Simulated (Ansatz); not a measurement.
# The 3-layer 1T-HfS2 (AA) between two gates, part 2 of 3

How do the bands of the 3-layer 1T-HfS2 (AA) follow a displacement field between two gates?

Ansatz 0.2.0; plane-wave DFT, PBE-D3(BJ), Ansatz PAW.

So far. Step 2 (Relaxation): The lattice constant a goes from 3.640 to 3.610 Å.

## Step 3: Gated layer, displacement field 0

The slab is cut off from its images along the normal. Two sheets of opposite charge stand for the gates, so the stack stays neutral in a displacement field; barriers ahead of the sheets keep electrons from leaking to them. The uncharged case sets the zero.

The cell differs from the one that the last finished run ended in (c 55.073 → 60.074 Å).

The input, input.yaml:

```yaml
crystal:
  lattice:
    - [3.609784964, 0.0, 0.0]
    - [-1.804892482, 3.1261654811, 0.0]
    - [0.0, 0.0, 60.0735898856]
  atoms:
    - { symbol: S, position: [0.6666666667, 0.3333333333, 0.3795345017] }
    - { symbol: Hf, position: [0.0, 0.0, 0.4038185655] }
    - { symbol: S, position: [0.3333333333, 0.6666666667, 0.4280480661] }
    - { symbol: S, position: [0.6666666667, 0.3333333333, 0.4757804978] }
    - { symbol: Hf, position: [0.0, 0.0, 0.5] }
    - { symbol: S, position: [0.3333333333, 0.6666666667, 0.5242195022] }
    - { symbol: S, position: [0.6666666667, 0.3333333333, 0.5719519339] }
    - { symbol: Hf, position: [0.0, 0.0, 0.5961814345] }
    - { symbol: S, position: [0.3333333333, 0.6666666667, 0.6204654983] }
  periodic: [true, true, false]
  symmetry: { detect: true }
kpoints:
  mp_grid: { grid: [24, 24, 1] }
  band_path:
    path: [[0, 0, 0], [0.5, 0, 0], [0.33333333, 0.33333333, 0], [0, 0, 0]]
    npoints: 16
hamiltonian:
  xc: pbe
  dispersion: d3bj
scf:
  occupations: { method: fermi_dirac, width: 0.02585 }
  convergence: { dr2_threshold: 1.0e-10 }
output:
  forces: true
  eigenvalues: true
  dos: { projected: true, e_range: [-3, 3], de: 0.01 }
  write_potential: true
  write_density: true
  volumetric_format: npy
  elf: true
external_charges:
  - { charge: 0, barrier: 10, axis: 3, height: 41.774, sigma: 0.25 }
  - { charge: 0, barrier: 10, axis: 3, height: 18.3, sigma: 0.25 }
```

The run is started by

```bash
> ansatz run input.yaml --threads 4 --pin off --max-ram 6144MiB --backend cpu --events-out ev --progress --plain --runs-dir out
```

Numbers of over 12 decimals in the logs are rounded to 6 here.

Output:

```text
[...]
Crystal: 9 atoms, lattice volume = 677.918 Å³
Basis set: ecut = 420 eV, 13089 PW (Γ), exchange–correlation on 50×50×810 points (8 copies of the dense FFT grid, shifted against one another)
Bands: 69, of which v1, the nominal top of the filled ones, is band 57 counted from 1 (56 counted from 0)
Symmetry: 6 space group operations
k-points: 61 of 576 (time reversal used)
[...]
SCF iter   1: F=—  HF=-52593.191930 eV  |F-HF|=—  |Δ(HF+E_count)|=         —  Δρ=8.20e-4  dr2=8.21e-3  ethr=1.77e-3  ⟨swp⟩=13.3  Hψ=28196  notcnv=0  defer=46
[...]
SCF iter  14: F=-52593.195124 eV  HF=-52593.195124 eV  |F-HF|=4.07e-10  |Δ(HF+E_count)|=  3.64e-10  Δρ=1.91e-8  dr2=6.93e-12  ethr=1.00e-12  ⟨swp⟩=23.0  Hψ=35540  notcnv=0
SCF 1 converged in 14 iterations: F = -52593.195124 eV  dr2 = 6.93e-12
[...]
NSCF: frozen V_eff on 49 k-points
WARN: The input density's exchange-correlation potential varies sharply where the density is thin. Do not read a vacuum level from v_tot or v_xc, or from such a field of the output density. On a cell that repeats whose density bears no net charge and no dipole along the vacuum's axis use v_es (v_loc + v_h of the components); under efield.dipole_correction with no amplitude use v_es + v_field, which holds any external [...]
SCF converged after 14 iterations
Free energy (F): -52593.195124 eV
[...]
Internal energy: -52593.195124 eV  (E = F + TS)
E sigma→0 (E₀):  -52593.195124 eV
Fermi energy:    -5.768871 eV
[...]
--- Forces (eV/Å), atoms and charges each counted from 1 ---
  atom   1  S      0.00000000    -0.00000000     0.00023409
  atom   2  Hf     0.00000000     0.00000000     0.00005311
  atom   3  S      0.00000000     0.00000000    -0.00081268
  atom   4  S      0.00000000    -0.00000000     0.00111561
  atom   5  Hf    -0.00000000    -0.00000000    -0.00000026
  atom   6  S      0.00000000     0.00000000    -0.00111550
  atom   7  S      0.00000000    -0.00000000     0.00081250
  atom   8  Hf     0.00000000    -0.00000000    -0.00005299
  atom   9  S      0.00000000     0.00000000    -0.00023414
  external charge   1     0.00000000     0.00000000     0.00017567
  external charge   2     0.00000000     0.00000000    -0.00017589
  max |Σ_I F_I| component, the external charges' with the atoms': 4.89e-7 eV/Å
--- Band table (eV; the first three rows and the last of 61) ---
  k-point 0: bands = [... 53 lower, -6.3536, -6.3536, -6.3065, -6.3065, -4.3104, -4.3104, -4.2812, -4.2812, ... 8 higher]
  k-point 1: bands = [... 53 lower, -6.4562, -6.4104, -6.4094, -6.3598, -4.2935, -4.2620, -4.2463, -4.2417, ... 8 higher]
  k-point 2: bands = [... 53 lower, -6.6485, -6.5570, -6.4993, -6.3961, -4.2924, -4.2584, -4.2419, -4.0563, ... 8 higher]
  k-point 60: bands = [... 53 lower, -8.1852, -8.1251, -8.1251, -7.9716, -3.5955, -3.5051, -3.4401, -2.8968, ... 8 higher]
```

It took 3.3 min on 4 threads of Arm Neoverse V2, shared host; peak memory 2.9 GiB; 13 min of CPU time.

Numbers from this step:

| Item | Value |
| --- | --- |
| gap on the k-mesh | 1.091 eV |
| gap along the path | 1.091 eV |
| smallest direct gap along the path | 1.914 eV |
| gap, the smaller of path and mesh | 1.091 eV |
| potential beyond the upper barrier and gate, less the barrier, from the Fermi level | 5.769 eV |

Running mean over a fixed 2.5 Å (it still follows the layers) of the planar mean; beyond a gate it holds the 10 eV model barrier. The electron's electrostatic potential energy less the Fermi level by z:

```tsv
z (Å)	electron's electrostatic potential energy less the Fermi level (eV)
5.0	15.8
7.5	15.8
10.0	15.8
12.5	15.8
15.0	15.8
17.5	13.4
20.0	5.75
22.5	-1.88
25.0	-7.33
27.5	0.946
30.0	-7.78
32.5	0.800
35.0	-7.12
37.5	-2.29
40.0	5.73
42.5	13.2
45.0	15.8
47.5	15.8
50.0	15.8
52.5	15.8
55.0	15.8
```

The density of states has structure finer than the step of the table below, so its rows give means over 0.2 eV, whole bins alone (the curve runs from -3 to 2.55 eV). Peaks (eV: height): -2.95: 27.9, -2.85: 22.4, -2.71: 17.5, -2.43: 9.35, -1.89: 11.7, -1.03: 8.21, 1.53: 8.99.

The density of states by energy, zero at the Fermi level of the run, which the smearing sets inside the gap; means over each step:

```tsv
energy (eV)	density of states (states/eV a cell)
-2.8	14.4
-2.6	9.02
-2.4	6.52
-2.2	6.77
-2.0	7.92
-1.8	9.96
-1.6	8.47
-1.4	7.62
-1.2	4.64
-1.0	3.95
-0.8	2.14
-0.6	1.49
-0.4	0
-0.2	0
0.0	0
0.2	0
0.4	0
0.6	1.10
0.8	3.25
1.0	3.57
1.2	3.99
1.4	5.12
1.6	6.94
1.8	4.65
2.0	4.41
2.2	4.10
2.4	3.89
```

Projected DOS per atom over height of the atomic layer and energy from the Fermi level. Layers: S Hf S S Hf S S Hf S from below.

Values in states/eV, 22 rows by 9 columns, each cell a mean:
```
0.17 0.93 0.17 0.16 0.92 0.16 0.17 0.93 0.17
0.14 1.07 0.14 0.13 0.99 0.13 0.14 1.07 0.14
0.14 1.12 0.14 0.14 1.13 0.14 0.14 1.12 0.14
0.18 1.60 0.18 0.18 1.55 0.18 0.18 1.60 0.18
0.18 1.39 0.17 0.18 1.49 0.18 0.17 1.39 0.18
0.15 0.94 0.15 0.15 0.96 0.15 0.15 0.94 0.15
0.13 0.83 0.13 0.13 0.83 0.13 0.13 0.83 0.13
0.07 0.45 0.07 0.08 0.49 0.08 0.07 0.45 0.07
0.00 0.00 0.00 0.00 0.00 0.00 0.00 0.00 0.00
0.00 0.00 0.00 0.00 0.00 0.00 0.00 0.00 0.00
0.00 0.00 0.00 0.00 0.00 0.00 0.00 0.00 0.00
0.00 0.00 0.00 0.00 0.00 0.00 0.00 0.00 0.00
0.21 0.02 0.20 0.33 0.01 0.33 0.20 0.02 0.21
0.31 0.05 0.31 0.43 0.05 0.43 0.31 0.05 0.31
0.83 0.10 0.82 0.47 0.14 0.47 0.82 0.10 0.83
1.07 0.19 1.09 1.12 0.19 1.12 1.09 0.19 1.07
1.32 0.28 1.31 1.22 0.28 1.22 1.31 0.28 1.32
1.50 0.31 1.39 1.29 0.35 1.29 1.39 0.31 1.50
1.03 0.28 0.92 1.13 0.29 1.13 0.92 0.28 1.03
0.82 0.35 0.83 1.00 0.42 1.00 0.83 0.35 0.82
1.47 0.71 1.30 1.25 0.71 1.25 1.30 0.71 1.47
1.98 1.46 1.92 1.56 1.01 1.56 1.92 1.46 1.98
```
Columns: height of the atomic layer (Å) from 22.8 to 37.3 (not evenly spaced); rows upwards: energy from the Fermi level (eV) from -2.98 to 2.52.

The electronic bands at the labelled points (eV, zero at the Fermi level of the run, which the smearing sets inside the gap):

```tsv
point	band 54	band 55	band 56	band 57	band 58	band 59	band 60	band 61
Γ	-0.58	-0.58	-0.54	-0.54	1.46	1.46	1.49	1.49
halfway	-1.41	-1.40	-1.16	-0.89	1.03	1.05	1.08	2.74
M	-1.77	-1.63	-1.54	-1.48	0.55	0.63	0.66	3.61
halfway	-2.37	-2.15	-1.96	-1.77	1.37	1.49	1.59	3.33
K	-2.42	-2.36	-2.36	-2.20	2.17	2.26	2.33	2.87
halfway	-2.16	-1.30	-1.19	-1.12	1.70	1.79	1.88	1.97
Γ	-0.58	-0.58	-0.54	-0.54	1.46	1.46	1.49	1.49
```

ELF in the ca plane at fractional y = 0.000, with atoms of Hf within 0.2 Å of it. It is the smooth field of the valence electrons, not physical close to the nuclei.

Ten even steps from '0' (0.00) to '9' (0.83), each cell a mean:
```
00000000000000000000105999820100000011599972
00000000000000000023322577413320001332267742
00000000000000001357873211257752014786321125
00000000000000013579997422589973016899732268
00000000000000013689998523689984016999842368
00000000000000002478986211478873015888521147
00000000000000000235642344235641003564234323
00000000000000000011213899611210000121389961
00000000000000000000005999820000000001699982
```
Columns run along c (16.0 Å, from fractional 0.26 to 0.52 of the cell), rows up along a (3.6 Å). Atoms in or near the plane, at fractional coordinates: Hf at (0.40, 0.00), Hf at (0.50, 0.00).

Valence density in the ca plane at fractional y = 0.000, with atoms of Hf within 0.2 Å of it. It is the smooth field of the valence electrons, not physical close to the nuclei.

Values in e/Å³, 5 rows by 16 columns, each cell a mean:
```
 0  0  0  0  0  0  0  0  7  7  0  0  0  0 10  4
 0  0  0  0  0  0  0  0  0  0  0  0  0  0  0  0
 0  0  0  0  0  0  0  0  0  0  0  0  0  0  0  0
 0  0  0  0  0  0  0  0  1  1  0  0  0  0  1  1
 0  0  0  0  0  0  0  0 10 11  0  0  0  0 15  6
```
Columns run along c (16.0 Å, from fractional 0.26 to 0.52 of the cell), rows up along a (3.6 Å). Atoms in or near the plane, at fractional coordinates: Hf at (0.40, 0.00), Hf at (0.50, 0.00).

Electrostatic potential energy in the ca plane at fractional y = 0.000, with atoms of Hf within 0.2 Å of it. With pseudopotentials it is smooth inside the atoms' cores, unlike the true potential.

Ten even steps from '0' (-45 eV) to '9' (10 eV), each cell a mean:
```
99999999888888888887762000046778887775200014
99999999888888888887765211357778887776421136
99999999888888888877776555667777887777655566
99999999888888888877767767776777877766776777
99999999888888888877667777776677877766777777
99999999888888888877776666677777887777666667
99999999888888888877776433567778887776543356
99999999888888888887763000156778887776300025
99999999888888888887752000046778887775100004
```
Columns run along c (16.0 Å, from fractional 0.26 to 0.52 of the cell; values clipped at the 3rd and 97th percentile), rows up along a (3.6 Å). Atoms in or near the plane, at fractional coordinates: Hf at (0.40, 0.00), Hf at (0.50, 0.00).

The gap, the smaller of path and mesh, is 1.091 eV.

## Step 4: Gated layer, displacement field 1.81 V/nm

Changes to input.yaml since step 3:

```diff
@@ -31,3 +31,2 @@
   eigenvalues: true
-  dos: { projected: true, e_range: [-3, 3], de: 0.01 }
   write_potential: true
@@ -35,5 +34,6 @@
   volumetric_format: npy
-  elf: true
 external_charges:
   - { charge: 0, barrier: 10, axis: 3, height: 41.774, sigma: 0.25 }
+  - { charge: -0.011285, axis: 3, height: 43.274, sigma: 0.5 }
   - { charge: 0, barrier: 10, axis: 3, height: 18.3, sigma: 0.25 }
+  - { charge: 0.011285, axis: 3, height: 16.8, sigma: 0.5 }
```

Output:

```text
[...]
Crystal: 9 atoms, lattice volume = 677.918 Å³
Basis set: ecut = 420 eV, 13089 PW (Γ), exchange–correlation on 50×50×810 points (8 copies of the dense FFT grid, shifted against one another)
Bands: 69, of which v1, the nominal top of the filled ones, is band 57 counted from 1 (56 counted from 0)
Symmetry: 6 space group operations
k-points: 61 of 576 (time reversal used)
[...]
SCF iter   1: F=—  HF=-52595.782029 eV  |F-HF|=—  |Δ(HF+E_count)|=         —  Δρ=2.89e-2  dr2=8.92e0  ethr=3.10e-3  ⟨swp⟩=13.9  Hψ=28642  notcnv=0  defer=5
[...]
SCF iter  18: F=-52593.183220 eV  HF=-52593.183220 eV  |F-HF|=5.82e-11  |Δ(HF+E_count)|=  4.37e-11  Δρ=4.98e-8  dr2=6.51e-11  ethr=1.00e-12  ⟨swp⟩=25.4  Hψ=39378  notcnv=0
SCF 1 converged in 18 iterations: F = -52593.183220 eV  dr2 = 6.51e-11
[...]
WARN: The output density's exchange-correlation potential varies sharply where the density is thin. Do not read a vacuum level from v_tot or v_xc, or from such a field of the output density. On a cell that repeats whose density bears no net charge and no dipole along the vacuum's axis use v_es (v_loc + v_h of the components); under efield.dipole_correction with no amplitude use v_es + v_field, which holds any externa [...]
SCF converged after 18 iterations
Free energy (F): -52593.183220 eV
[...]
Internal energy: -52593.183220 eV  (E = F + TS)
E sigma→0 (E₀):  -52593.183220 eV
Fermi energy:    -5.767763 eV
[...]
--- Forces (eV/Å), atoms and charges each counted from 1 ---
  atom   1  S      0.00000000    -0.00000000    -0.03712610
  atom   2  Hf     0.00000000     0.00000000     0.06835951
  atom   3  S      0.00000000     0.00000000    -0.03188625
  atom   4  S      0.00000000    -0.00000000    -0.03110258
  atom   5  Hf     0.00000000     0.00000000     0.06265088
  atom   6  S      0.00000000     0.00000000    -0.03152378
  atom   7  S      0.00000000    -0.00000000    -0.03215581
  atom   8  Hf     0.00000000     0.00000000     0.06870940
  atom   9  S      0.00000000     0.00000000    -0.03584496
  external charge   1     0.00000000     0.00000000     0.00014117
  external charge   2     0.00000000     0.00000000    -0.00102107
  external charge   3     0.00000000     0.00000000    -0.00022027
  external charge   4     0.00000000     0.00000000     0.00102100
  max |Σ_I F_I| component, the external charges' with the atoms': 1.13e-6 eV/Å
--- Band table (eV; the first three rows and the last of 61) ---
  k-point 0: bands = [... 53 lower, -6.3871, -6.3871, -6.1616, -6.1616, -4.4677, -4.4677, -4.2986, -4.2986, ... 8 higher]
  k-point 1: bands = [... 53 lower, -6.4432, -6.4256, -6.2964, -6.2174, -4.4488, -4.3978, -4.2792, -4.2287, ... 8 higher]
  k-point 2: bands = [... 53 lower, -6.6867, -6.5883, -6.3696, -6.3619, -4.4463, -4.2759, -4.2126, -4.0755, ... 8 higher]
  k-point 60: bands = [... 53 lower, -8.1999, -8.0611, -8.0027, -7.9027, -3.7093, -3.5261, -3.3103, -2.9916, ... 8 higher]
```

It took 3.6 min on 4 threads; peak memory 2.5 GiB; 14 min of CPU time.

Numbers from this step:

- gap along the path: 0.8160 eV
- smallest direct gap along the path: 1.694 eV
- gap, the smaller of path and mesh: 0.8160 eV
- potential beyond the upper barrier and gate, less the barrier, from the Fermi level: 6.873 eV

Electronic bands along the path, in eV, zero at the Fermi level of the run, which the smearing sets inside the gap:

```tsv
point	band 54	band 55	band 56	band 57	band 58	band 59	band 60	band 61
Γ	-0.62	-0.62	-0.39	-0.39	1.30	1.30	1.47	1.47
halfway	-1.46	-1.28	-1.16	-0.84	0.87	1.05	1.24	2.59
M	-1.86	-1.66	-1.45	-1.42	0.42	0.60	0.81	3.43
halfway	-2.28	-2.22	-1.96	-1.70	1.27	1.47	1.69	3.18
K	-2.43	-2.29	-2.23	-2.13	2.06	2.24	2.46	2.78
halfway	-1.99	-1.41	-1.21	-1.00	1.59	1.76	1.86	2.01
Γ	-0.62	-0.62	-0.39	-0.39	1.30	1.30	1.47	1.47
```

Force by atom:

```tsv
atom	x (eV/Å)	y (eV/Å)	z (eV/Å)	size
S1	0.0000	0.0000	-0.0371	0.0371
Hf2	0.0000	0.0000	0.0684	0.0684
S3	0.0000	0.0000	-0.0319	0.0319
S4	0.0000	0.0000	-0.0311	0.0311
Hf5	0.0000	0.0000	0.0627	0.0627
S6	0.0000	0.0000	-0.0315	0.0315
S7	0.0000	0.0000	-0.0322	0.0322
Hf8	0.0000	0.0000	0.0687	0.0687
S9	0.0000	0.0000	-0.0358	0.0358
```

The gap, the smaller of path and mesh, is 0.816 eV.

## Step 5: Gated layer, displacement field -1.81 V/nm

Changes to input.yaml since step 4:

```diff
@@ -36,4 +36,4 @@
   - { charge: 0, barrier: 10, axis: 3, height: 41.774, sigma: 0.25 }
-  - { charge: -0.011285, axis: 3, height: 43.274, sigma: 0.5 }
+  - { charge: 0.011285, axis: 3, height: 43.274, sigma: 0.5 }
   - { charge: 0, barrier: 10, axis: 3, height: 18.3, sigma: 0.25 }
-  - { charge: 0.011285, axis: 3, height: 16.8, sigma: 0.5 }
+  - { charge: -0.011285, axis: 3, height: 16.8, sigma: 0.5 }
```

Output:

```text
[...]
Crystal: 9 atoms, lattice volume = 677.918 Å³
Basis set: ecut = 420 eV, 13089 PW (Γ), exchange–correlation on 50×50×810 points (8 copies of the dense FFT grid, shifted against one another)
Bands: 69, of which v1, the nominal top of the filled ones, is band 57 counted from 1 (56 counted from 0)
Symmetry: 6 space group operations
k-points: 61 of 576 (time reversal used)
[...]
--- Band table (eV; the first three rows and the last of 61) ---
  k-point 0: bands = [... 53 lower, -6.3870, -6.3870, -6.1615, -6.1615, -4.4676, -4.4676, -4.2985, -4.2985, ... 8 higher]
  k-point 1: bands = [... 53 lower, -6.4431, -6.4255, -6.2963, -6.2173, -4.4488, -4.3977, -4.2792, -4.2287, ... 8 higher]
  k-point 2: bands = [... 53 lower, -6.6867, -6.5883, -6.3695, -6.3618, -4.4462, -4.2758, -4.2126, -4.0754, ... 8 higher]
  k-point 60: bands = [... 53 lower, -8.1999, -8.0611, -8.0027, -7.9026, -3.7092, -3.5260, -3.3103, -2.9915, ... 8 higher]
[key lines of the parts left out:]
SCF converged after 18 iterations
Free energy (F): -52593.183220 eV
Fermi energy:    -5.767689 eV
```

It took 3.6 min on 4 threads; peak memory 2.5 GiB.

The gap, the smaller of path and mesh, is 0.816 eV.

## Step 6: Gated layer, displacement field 3.62 V/nm

Changes to input.yaml since step 5:

```diff
@@ -36,4 +36,4 @@
   - { charge: 0, barrier: 10, axis: 3, height: 41.774, sigma: 0.25 }
-  - { charge: 0.011285, axis: 3, height: 43.274, sigma: 0.5 }
+  - { charge: -0.02257, axis: 3, height: 43.274, sigma: 0.5 }
   - { charge: 0, barrier: 10, axis: 3, height: 18.3, sigma: 0.25 }
-  - { charge: -0.011285, axis: 3, height: 16.8, sigma: 0.5 }
+  - { charge: 0.02257, axis: 3, height: 16.8, sigma: 0.5 }
```

Output:

```text
[...]
Crystal: 9 atoms, lattice volume = 677.918 Å³
Basis set: ecut = 420 eV, 13089 PW (Γ), exchange–correlation on 50×50×810 points (8 copies of the dense FFT grid, shifted against one another)
Bands: 69, of which v1, the nominal top of the filled ones, is band 57 counted from 1 (56 counted from 0)
Symmetry: 6 space group operations
k-points: 61 of 576 (time reversal used)
[...]
--- Band table (eV; the first three rows and the last of 61) ---
  k-point 0: bands = [... 53 lower, -6.3951, -6.3822, -5.9871, -5.9871, -4.6539, -4.6539, -4.3036, -4.3036, ... 8 higher]
  k-point 1: bands = [... 53 lower, -6.4515, -6.3648, -6.1270, -6.0434, -4.6350, -4.5840, -4.2844, -4.2338, ... 8 higher]
  k-point 2: bands = [... 53 lower, -6.5970, -6.5223, -6.2969, -6.1889, -4.6325, -4.3990, -4.2812, -4.0492, ... 8 higher]
  k-point 60: bands = [... 53 lower, -8.2157, -7.9298, -7.8207, -7.7643, -3.8875, -3.5336, -3.1532, -3.1393, ... 8 higher]
[key lines of the parts left out:]
SCF converged after 18 iterations
Free energy (F): -52593.147529 eV
Fermi energy:    -5.771857 eV
```

It took 3.5 min on 4 threads; peak memory 2.5 GiB.

The gap, the smaller of path and mesh, is 0.459 eV.

(Part 2 of 3 ends here.)

[Logs are printed without paths, hosts, clocks, repeated set-up lines and the standing remarks that a program may print on its own settings, such as how far it seeks lower states.]

[Hosts, paths, dates, database ids (printed as entryN), source tags and the programs' standing remarks are cut or masked in the printed files.]

[Maps of the electrostatic potential energy from Ansatz leave out the sawtooth potential of an applied field or a dipole correction, so their vacuum need not be flat; planar profiles and work functions include it.]

[The density of states shown here was stored with 400 of the rows of the run's finer table, so its peaks can read low, often by over a quarter, or be missed, and its means over a window can be off by a tenth or more.]
